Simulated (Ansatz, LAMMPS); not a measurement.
## Molecular dynamics of liquid tetrahydrofuran at 320 K (91 atoms)

Aim: follow liquid tetrahydrofuran at 320 K (91 atoms) for a short time with forces from DFT, then look at structure and electrons in the last frame.

Program: Ansatz 0.2.0. Level of theory: Kohn-Sham DFT, revPBE+D3(BJ), PAW (set soft_2), plane waves. Results are calculated unless marked as measured.

## (1) The starting structure

The cell holds 91 atoms: 28 C, 7 O and 56 H. Cell: a = 9.802 Å, b = 9.802 Å, c = 9.802 Å, α = 90.0°, β = 90.0°, γ = 90.0°. 7 tetrahydrofuran placed at random, at 0.89 g/cm³; overlaps pushed apart, then 10 ps at 470 K with MMFF94 bonds, angles, torsions, charges and radii (Halgren, J. Comput. Chem. 17, 490 (1996)) in harmonic and 12-6 forms. Snapshot after 20 ps at 320 K and fixed volume.

Before any run, some limits are plain. The network of contacts between molecules at the start is that of the classical potential that made the cell. The density was typed from a rule of thumb and may lie off the real one at this temperature. Sampling is at Γ alone, for a cell whose shortest periodic width is 10 Å.

## (2) Single point at the start

The forces at the start show how far the geometry lies from a minimum of this functional.

The input, input.yaml:

```yaml
crystal:
  lattice:
    - [9.80193, 0.0, 0.0]
    - [0.0, 9.80193, 0.0]
    - [0.0, 0.0, 9.80193]
  atoms:
    - { symbol: C, position: [0.8875, 0.78972, 0.35039] }
    - { symbol: C, position: [0.83231, 0.91762, 0.41488] }
    - { symbol: C, position: [0.93132, 0.94171, 0.53171] }
    - { symbol: O, position: [0.96182, 0.80763, 0.57613] }
    [... 81 atom lines left out ...]
    - { symbol: H, position: [0.42851, 0.28207, 0.55285] }
    - { symbol: H, position: [0.4515, 0.23268, 0.72463] }
    - { symbol: H, position: [0.25493, 0.42103, 0.59886] }
    - { symbol: H, position: [0.32655, 0.43269, 0.76152] }
    - { symbol: H, position: [0.22002, 0.13049, 0.84356] }
    - { symbol: H, position: [0.07398, 0.11658, 0.73559] }
kpoints:
  mp_grid: { grid: [1, 1, 1] }
hamiltonian:
  xc: revpbe
  dispersion: d3bj
scf:
  occupations: { method: fixed }
output:
  forces: true
```

Launch:

```sh
$ ansatz run input.yaml --threads 4 --pin off --max-ram 8192MiB --backend cpu --events-out ev --progress --plain --runs-dir out
```

Elapsed: 4.7 s, on 4 threads of Arm Neoverse V1, shared host; peak memory 0.87 GiB; 15 s of CPU time.

Numbers from this run:

- free energy: -11937.5773 eV
- free energy per atom: -131.1822 eV/atom
- SCF cycles: 9
- r.m.s. force component: 0.8645 eV/Å
- longest force: 3.469 eV/Å
- Fermi energy: -0.9177 eV

The r.m.s. force component of 0.86 eV/Å sets the starting point.

Length of the force by element:

| element | coordination | atoms | mean length of the force (eV/Å) | spread | least | most |
| --- | --- | --- | --- | --- | --- | --- |
| C | all | 28 | 1.77 | 0.731 | 0.746 | 3.47 |
| H | all | 56 | 1.05 | 0.651 | 0.206 | 3.23 |
| O | all | 7 | 1.40 | 0.557 | 0.666 | 2.18 |

## (3) Dynamics at 320 K

A Nosé–Hoover thermostat steers the temperature while disturbing the dynamics little. The time step is 0.5 fs, short enough for the stretching of bonds to hydrogen.

input.yaml, as its differences from that of step 2:

```diff
@@ -16 +16,8 @@
   forces: true
+md:
+  timestep: 0.5
+  n_steps: 800
+  ensemble: nvt_nose_hoover
+  temperature: 320
+  initial_velocities: maxwell_boltzmann
+  seed: 2541
```

Wall time 33 min (4 threads); peak memory 0.87 GiB.

The program notes that it switched symmetry off.

Rows from the run:

| time (fs) | T (K) | potential (meV/atom) | conserved (meV/atom) |
| --- | --- | --- | --- |
| 0.0 | 320 | 0.0 | 0.00 |
| 26.5 | 347 | -3.6 | -0.02 |
| 53.5 | 291 | 3.7 | 0.00 |
| 80.0 | 334 | -1.8 | -0.01 |
| 106.5 | 334 | -1.7 | -0.01 |
| 133.5 | 297 | 3.0 | 0.02 |
| 160.0 | 337 | -2.2 | 0.01 |
| 186.5 | 351 | -4.5 | -0.03 |
| 213.5 | 303 | 0.6 | 0.00 |
| 240.0 | 299 | -0.2 | 0.04 |
| 266.5 | 312 | -3.5 | -0.01 |
| 293.5 | 287 | -1.9 | -0.01 |
| 320.0 | 325 | -8.1 | -0.05 |
| 346.5 | 311 | -7.2 | -0.07 |
| 373.5 | 275 | -3.2 | 0.00 |
| 400.0 | 299 | -6.3 | -0.02 |

Mean square displacement from the first frame to the last: C 1.2 Å², O 0.87 Å², H 2.8 Å².

Mean square displacement against time lag:

| time lag (fs) | C (Å²) | H (Å²) | O (Å²) |
| --- | --- | --- | --- |
| 0.5 | 1.8e-5 | 2.0e-4 | 1.1e-5 |
| 8.5 | 0.00402 | 0.0300 | 0.00257 |
| 17.0 | 0.0107 | 0.0557 | 0.00768 |
| 25.0 | 0.0154 | 0.0570 | 0.0125 |
| 42.0 | 0.0330 | 0.114 | 0.0275 |
| 50.0 | 0.0462 | 0.144 | 0.0378 |
| 58.5 | 0.0616 | 0.188 | 0.0502 |
| 67.0 | 0.0776 | 0.231 | 0.0636 |
| 75.0 | 0.0951 | 0.275 | 0.0775 |
| 83.5 | 0.118 | 0.331 | 0.0937 |
| 91.5 | 0.140 | 0.387 | 0.109 |
| 108.5 | 0.187 | 0.494 | 0.143 |
| 116.5 | 0.213 | 0.553 | 0.160 |
| 125.0 | 0.243 | 0.628 | 0.180 |
| 133.5 | 0.274 | 0.695 | 0.199 |
| 141.5 | 0.303 | 0.762 | 0.217 |
| 150.0 | 0.335 | 0.836 | 0.236 |
| 158.0 | 0.367 | 0.902 | 0.254 |
| 175.0 | 0.436 | 1.05 | 0.295 |
| 183.0 | 0.469 | 1.13 | 0.314 |
| 191.5 | 0.506 | 1.21 | 0.334 |
| 200.0 | 0.544 | 1.29 | 0.353 |

The drift taken off is the plain mean over atoms, not the centre of mass, so with hydrogen in the cell the heavy atoms' values at short lags are too large.

Over the second half of 400 fs the temperature averages 303 K with swings of 21 K r.m.s. The conserved energy stays within 0.07 meV/atom. From first frame to last H has the largest mean square displacement, 2.8 Å² at the end; the farthest move is 2.94 Å. The run spans 0.40 ps, too short for its means to be equilibrium values.

## (4) Structure statistics late in the run

The g(r) is a mean over the second half; what follows it is taken at the last frame.

Bonds before and after, by the cutoffs listed below:

| pair | bonds before | bonds after | mean before (Å) | mean after (Å) | spread before (Å) | spread after (Å) |
| --- | --- | --- | --- | --- | --- | --- |
| H-C | 56 | 56 | 1.092 | 1.094 | 0.031 | 0.031 |
| C-C | 21 | 21 | 1.504 | 1.538 | 0.015 | 0.038 |
| C-O | 14 | 14 | 1.422 | 1.461 | 0.026 | 0.028 |

Density 0.89 g/cm³, 10.35 Å³ an atom.

Mean of 14 frames. g(r), total and by pair (bins of 0.2 Å):

| r (Å) | total | H-H | H-C | H-O | C-C | C-O | O-O |
| --- | --- | --- | --- | --- | --- | --- | --- |
| 1.00 | 2.20 | 0.00 | 5.80 | 0.00 | 0.00 | 0.00 | 0.00 |
| 1.20 | 1.99 | 0.00 | 5.25 | 0.00 | 0.00 | 0.00 | 0.00 |
| 1.40 | 0.68 | 0.00 | 0.00 | 0.00 | 1.25 | 11.71 | 0.00 |
| 1.60 | 0.79 | 0.17 | 0.00 | 0.00 | 7.17 | 1.00 | 0.00 |
| 1.80 | 0.72 | 1.90 | 0.00 | 0.02 | 0.00 | 0.00 | 0.00 |
| 2.00 | 0.59 | 0.24 | 0.34 | 3.92 | 0.00 | 0.00 | 0.00 |
| 2.20 | 1.84 | 0.66 | 3.50 | 2.33 | 0.40 | 0.18 | 0.00 |
| 2.40 | 1.23 | 1.56 | 0.32 | 0.19 | 3.00 | 4.49 | 0.00 |
| 2.60 | 0.59 | 1.12 | 0.20 | 0.76 | 0.14 | 0.02 | 0.00 |
| 2.80 | 0.85 | 1.19 | 0.73 | 1.33 | 0.00 | 0.00 | 0.00 |
| 3.00 | 1.01 | 1.31 | 1.01 | 1.44 | 0.00 | 0.00 | 0.00 |
| 3.20 | 0.93 | 0.85 | 1.22 | 1.36 | 0.00 | 0.36 | 0.00 |
| 3.40 | 0.89 | 0.78 | 1.19 | 1.17 | 0.08 | 0.62 | 0.00 |
| 3.60 | 0.77 | 0.81 | 0.80 | 0.65 | 0.45 | 1.10 | 0.00 |
| 3.80 | 0.90 | 1.09 | 0.81 | 0.80 | 0.70 | 0.87 | 0.00 |
| 4.00 | 0.94 | 1.13 | 0.84 | 0.65 | 0.95 | 0.83 | 0.54 |
| 4.20 | 0.94 | 0.99 | 0.94 | 0.83 | 0.96 | 0.73 | 0.50 |
| 4.40 | 0.95 | 0.92 | 0.98 | 1.00 | 1.05 | 0.70 | 0.55 |
| 4.60 | 0.99 | 0.92 | 1.04 | 1.15 | 0.98 | 0.84 | 1.48 |
| 4.80 | 1.04 | 1.01 | 1.01 | 0.94 | 1.13 | 1.31 | 1.86 |

Bonds by pair of elements; cutoffs follow the first minimum of g(r), held within bounds set by covalent radii, and pairs that aren't listed don't count as bonded:

| pair A-B | cutoff (Å) | bonds | mean length (Å) | spread (Å) | shortest (Å) | B about A | A about B |
| --- | --- | --- | --- | --- | --- | --- | --- |
| H-C | 1.34 | 56 | 1.09 | 0.031 | 1.02 | 1 | 2 |
| C-C | 1.85 | 21 | 1.54 | 0.038 | 1.46 | 1.5 | 1.5 |
| C-O | 1.73 | 14 | 1.46 | 0.028 | 1.42 | 0.5 | 2 |

How many atoms have how many bonded neighbours:

| element | mean | 1 | 2 | 4 |
| --- | --- | --- | --- | --- |
| C | 4 | 0 | 0 | 28 |
| H | 1 | 56 | 0 | 0 |
| O | 2 | 0 | 7 | 0 |

Bond angles, per cent of each kind in bins of 5°:

| angle (°) | C-C-H | H-C-H | H-C-O | C-C-O | C-C-C |
| --- | --- | --- | --- | --- | --- |
| 95–100 | 0.0 | 3.6 | 0.0 | 0.0 | 14.3 |
| 100–105 | 7.1 | 21.4 | 14.3 | 21.4 | 71.4 |
| 105–110 | 25.0 | 42.9 | 50.0 | 71.4 | 14.3 |
| 110–115 | 44.0 | 28.6 | 32.1 | 7.1 | 0.0 |
| 115–120 | 16.7 | 3.6 | 3.6 | 0.0 | 0.0 |
| 120–125 | 7.1 | 0.0 | 0.0 | 0.0 | 0.0 |

Bond angles (no mean is given where the spread exceeds 20°):

| angle | count | mean (°) | spread (°) |
| --- | --- | --- | --- |
| C-C-H | 84 | 112 | 4.6 |
| H-C-H | 28 | 107 | 3.9 |
| H-C-O | 28 | 109 | 3.3 |
| C-C-O | 14 | 106 | 1.9 |
| C-C-C | 14 | 103 | 2.6 |

Rings of the network by King's shortest-path rule, up to 12 atoms, one path for each pair of neighbours; H, halogens, alkali and alkaline-earth atoms are left out, and the last column divides by all other atoms, bonded or not:

| ring size (atoms) | rings | per network atom |
| --- | --- | --- |
| 5 | 7 | 0.2 |

By these cutoffs all C atoms have 4, all H atoms have 1 and all O atoms have 2 bonded neighbours. The C-C-H angle averages 112° with a spread of 5°. All rings counted have 5 atoms.

## (5) Single point at the last frame

The last frame is solved once more, with the analyses that the dynamics left out.

The input, input.yaml:

```yaml
crystal:
  lattice:
    - [9.80193, 0.0, 0.0]
    - [0.0, 9.80193, 0.0]
    - [0.0, 0.0, 9.80193]
  atoms:
    - { symbol: C, position: [0.90257, 0.70576, 0.3774] }
    - { symbol: C, position: [0.81223, 0.79915, 0.46024] }
    - { symbol: C, position: [0.89281, 0.93097, 0.45155] }
    - { symbol: O, position: [0.03737, 0.89341, 0.44548] }
    [... 81 atom lines left out ...]
    - { symbol: H, position: [0.40333, 0.2014, 0.59633] }
    - { symbol: H, position: [0.41833, 0.17321, 0.77475] }
    - { symbol: H, position: [0.2004, 0.36559, 0.66991] }
    - { symbol: H, position: [0.33674, 0.3922, 0.77545] }
    - { symbol: H, position: [0.13735, 0.06195, 0.88121] }
    - { symbol: H, position: [0.03825, 0.14413, 0.75446] }
kpoints:
  mp_grid: { grid: [1, 1, 1] }
hamiltonian:
  xc: revpbe
  dispersion: d3bj
scf:
  occupations: { method: fixed }
output:
  forces: true
  stress: true
  populations: true
  dos:
    method: { smearing: { sigma: 0.15 } }
    de: 0.1
    projected: { site_lists: { C: [C], H: [H], O: [O] } }
  eigenvalues: true
  write_density: true
  write_potential: true
  volumetric_format: npy
  elf: true
```

It took 9.2 s on 4 threads; peak memory 0.93 GiB.

The program notes that the exchange-correlation potential is rough where the density is thin.

Numbers from this run:

| Property | Result |
| --- | --- |
| free energy | -11938.1535 eV |
| free energy per atom | -131.1885 eV/atom |
| SCF cycles | 10 |
| pressure | 0.4379 GPa |
| r.m.s. force component | 0.7857 eV/Å |
| longest force | 3.226 eV/Å |
| Fermi energy | -0.989 eV |
| gap (highest filled to lowest empty level) | 4.609 eV |
| spilling of the projection | 0.01357 |

Length of the force by element:

| element | coordination | atoms | mean length of the force (eV/Å) | spread | least | most |
| --- | --- | --- | --- | --- | --- | --- |
| C | all | 28 | 1.62 | 0.705 | 0.311 | 3.05 |
| H | all | 56 | 0.961 | 0.621 | 0.177 | 3.23 |
| O | all | 7 | 0.969 | 0.422 | 0.240 | 1.56 |

Löwdin charges by element (they lack the spilled electrons, 0.031 e an atom on average):

| element | coordination | atoms | mean charge (e) | spread | least | most |
| --- | --- | --- | --- | --- | --- | --- |
| C | all | 28 | -0.170 | 0.115 | -0.307 | -0.036 |
| H | all | 56 | 0.182 | 0.0175 | 0.135 | 0.217 |
| O | all | 7 | -0.371 | 0.0179 | -0.392 | -0.336 |

Density of states as counts of states in windows of 1 eV (from the Fermi level), total and the larger projections:

| from (eV) | to (eV) | total | C p | H s | O p | C s |
| --- | --- | --- | --- | --- | --- | --- |
| -18 | -15 | 0.0 | 0.0 | 0.0 | 0.0 | 0.0 |
| -15 | -14 | 3.5 | 0.6 | 0.6 | 0.0 | 1.9 |
| -14 | -13 | 10.6 | 1.7 | 2.0 | 0.1 | 5.9 |
| -13 | -12 | 13.8 | 1.3 | 3.1 | 1.6 | 7.7 |
| -12 | -10 | 0.0 | 0.0 | 0.0 | 0.0 | 0.0 |
| -10 | -9 | 15.8 | 4.6 | 4.3 | 0.8 | 5.0 |
| -9 | -8 | 12.2 | 3.5 | 3.3 | 1.1 | 3.8 |
| -8 | -7 | 0.9 | 0.6 | 0.2 | 0.1 | 0.0 |
| -7 | -6 | 24.9 | 15.3 | 5.3 | 3.1 | 0.2 |
| -6 | -5 | 13.7 | 7.6 | 3.3 | 2.3 | 0.3 |
| -5 | -4 | 21.9 | 12.0 | 5.6 | 3.8 | 0.2 |
| -4 | -3 | 16.6 | 10.4 | 4.1 | 1.7 | 0.2 |
| -3 | -2 | 36.3 | 21.9 | 8.3 | 5.0 | 0.3 |
| -2 | -1 | 11.6 | 5.4 | 2.7 | 2.9 | 0.1 |
| -1 | 0 | 11.0 | 1.1 | 1.8 | 7.9 | 0.1 |
| 0 | 1 | 3.0 | 0.2 | 0.5 | 2.2 | 0.0 |
| 1 | 4 | 0.0 | 0.0 | 0.0 | 0.0 | 0.0 |
| 4 | 5 | 2.0 | 0.2 | 0.9 | 0.0 | 0.4 |

With fixed occupations the program's Fermi level is the highest filled level; weight inside the gap is the broadening of levels at its edges.

Between -21 and -18 eV lie 14 more states.

The levels nearest the highest filled one (over half full), pooled over k-points and spins:

| level less the highest filled one (eV) | occupation |
| --- | --- |
| -0.421 | 2 |
| -0.276 | 2 |
| -0.217 | 2 |
| -0.106 | 2 |
| -0.0513 | 2 |
| 0 | 2 |
| 4.61 | 0 |
| 5.33 | 0 |
| 5.39 | 0 |
| 5.60 | 0 |
| 5.67 | 0 |
| 5.77 | 0 |

Mean Löwdin charges: C -0.17, H +0.18, O -0.37 e (they miss 1.4 % of the electrons, so they add up to more than the cell's charge). The largest share in the top eV of filled states is O p (73 % of the projected weight), and in the lowest eV of empty states H s (54 % of the projected weight).

1 further run on a deliberately doubtful input is not shown.

## (6) Summary of results

```
mean temperature, second half                                : 303.4 K
temperature swing, second half                               : 20.82 K
slope of the conserved energy against time, by least squares : -0.0662 meV/atom/ps
free energy per atom                                         : -131.1885 eV/atom
pressure                                                     : 0.4379 GPa
r.m.s. force component                                       : 0.7857 eV/Å
gap (highest filled to lowest empty level)             : 4.609 eV
wall time of the 3 DFT runs                                  : 33 min
```

Over the second half of 400 fs the temperature averages 303 K with swings of 21 K r.m.s. The conserved energy stays within 0.07 meV/atom. The run spans 0.40 ps, too short for its means to be equilibrium values. With the cutoffs above, all C atoms have 4, all H atoms have 1 and all O atoms have 2 bonded neighbours. The highest filled and lowest empty levels differ by 4.61 eV (at Γ alone); a semilocal functional tends to put such gaps too low. In a disordered cell it changes from sample to sample and from frame to frame.

What to keep in mind: The network of contacts between molecules at the start is that of the classical potential that made the cell; DFT moved the atoms only locally, and no bond changed. The pressure of a single frame lacks the kinetic term, about 0.40 GPa here.

[Logs are printed without paths, hosts, clocks, repeated set-up lines and the standing remarks that a program may print on its own settings, such as how far it seeks lower states.]

[Hosts, paths, dates, database ids (printed as entryN), source tags and the programs' standing remarks are cut or masked in the printed files.]

[The MMFF94 radii named for the starting cell were scaled by 0.96; in molecules described by MMFF94, hydrogen bound to N, O or S took a small fixed 12-6 site in their place.]
